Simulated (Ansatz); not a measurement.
# Direct or indirect: SnSe2 (P-3m1)

```
CELL_PARAMETERS angstrom
3.81100 0.00000 0.00000
-1.90550 3.30042 0.00000
0.00000 0.00000 6.13600
ATOMIC_POSITIONS crystal
Sn 0.00000 0.00000 0.00000
Se 0.66667 0.33333 0.75100
Se 0.33333 0.66667 0.24900
```

Method: Ansatz, PBE, independent particles, without spin-orbit coupling, line width 0.1 eV (Gaussian). The band structure gives a fundamental gap of 0.73 eV. The spectrum of vertical transitions near the edge:

| E (eV) | Im ε, E ∥ xy | Im ε, E ∥ z |
| --- | --- | --- |
| 0.24 | 0.00 | 0.00 |
| 0.36 | 0.00 | 0.00 |
| 0.48 | 0.00 | 0.00 |
| 0.60 | 0.00 | 0.00 |
| 0.72 | 0.00 | 0.00 |
| 0.84 | 0.00 | 0.00 |
| 0.96 | 0.00 | 0.01 |
| 1.08 | 0.00 | 0.20 |
| 1.20 | 0.12 | 0.72 |
| 1.32 | 1.03 | 1.75 |
| 1.44 | 2.06 | 4.27 |
| 1.56 | 2.65 | 7.92 |
| 1.68 | 3.36 | 9.86 |
| 1.80 | 4.15 | 10.19 |
| 1.92 | 4.84 | 10.11 |
| 2.04 | 5.50 | 9.81 |
| 2.16 | 6.09 | 9.19 |
| 2.28 | 6.61 | 8.70 |
| 2.40 | 7.29 | 7.89 |
| 2.52 | 7.13 | 6.29 |

Is the gap direct or indirect, and about where do vertical transitions set in?

Indirect, by the band path, whose least direct gap is 1.10 eV. The curves fit this: they stay near zero above 0.73 eV and rise only from about 1.1 eV, though a forbidden direct transition would look alike. Lines are broadened by 0.1 eV, which spreads the edge, and phonons, which would give weak absorption from the fundamental gap up, are left out.

[Logs are printed without paths, hosts, clocks, repeated set-up lines and the standing remarks that a program may print on its own settings, such as how far it seeks lower states.]
